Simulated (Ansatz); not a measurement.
Rows from a G0W0 calculation on VBiO4 (I4_1/a) (Ansatz 0.2.0; G0W0 on PBE with a share 0.35 of exact exchange, plane waves, PAW; PAW set soft_1; 4×4×4 mesh, 634 empty bands, screening to 150 eV, PAW set soft_1 files), in eV. Spin-orbit coupling is left out.

| row | k | band | start | Σx | Σc at the solution | Vxc |
| --- | --- | --- | --- | --- | --- | --- |
| A | (0.000, -0.500, 0.000) | c1 | 12.065 | -14.647 | -5.506 | -20.078 |
| B | (0.250, -0.250, 0.250) | v1 | 7.225 | -24.391 | 2.395 | -22.696 |
| C | (0.000, -0.500, 0.000) | v1 | 7.170 | -24.292 | 2.378 | -22.607 |
| D | (0.000, -0.500, 0.000) | c2 | 12.568 | -14.736 | -5.426 | -20.090 |
| E | (0.250, -0.250, 0.250) | c1 | 12.066 | -14.635 | -5.511 | -20.070 |
| F | (0.250, -0.250, 0.250) | c2 | 12.572 | -14.790 | -5.410 | -20.133 |

Give the quasiparticle energies and the shift of each level.

The quasiparticle equation reads E = start + Σx + Σc(E) − Vxc.

| row | E (eV) | shift (eV) |
| --- | --- | --- |
| A | 11.990 | −0.075 |
| B | 7.925 | +0.700 |
| C | 7.863 | +0.693 |
| D | 12.497 | −0.071 |
| E | 11.990 | −0.076 |
| F | 12.505 | −0.067 |

The gap over the computed points goes from 4.84 eV to 4.07 eV.

Limits: not at the basis limit; no spin polarisation; d states lean on the start; no spin-orbit coupling.

[Runs of the session that timed out or met a known fault of the program may be left out.]

[Cells called generated may have been cut or substituted from an entry of the Crystallography Open Database or the Materials Project.]

[Hosts, paths, dates, database ids (printed as entryN), source tags and the programs' standing remarks are cut or masked in the printed files.]
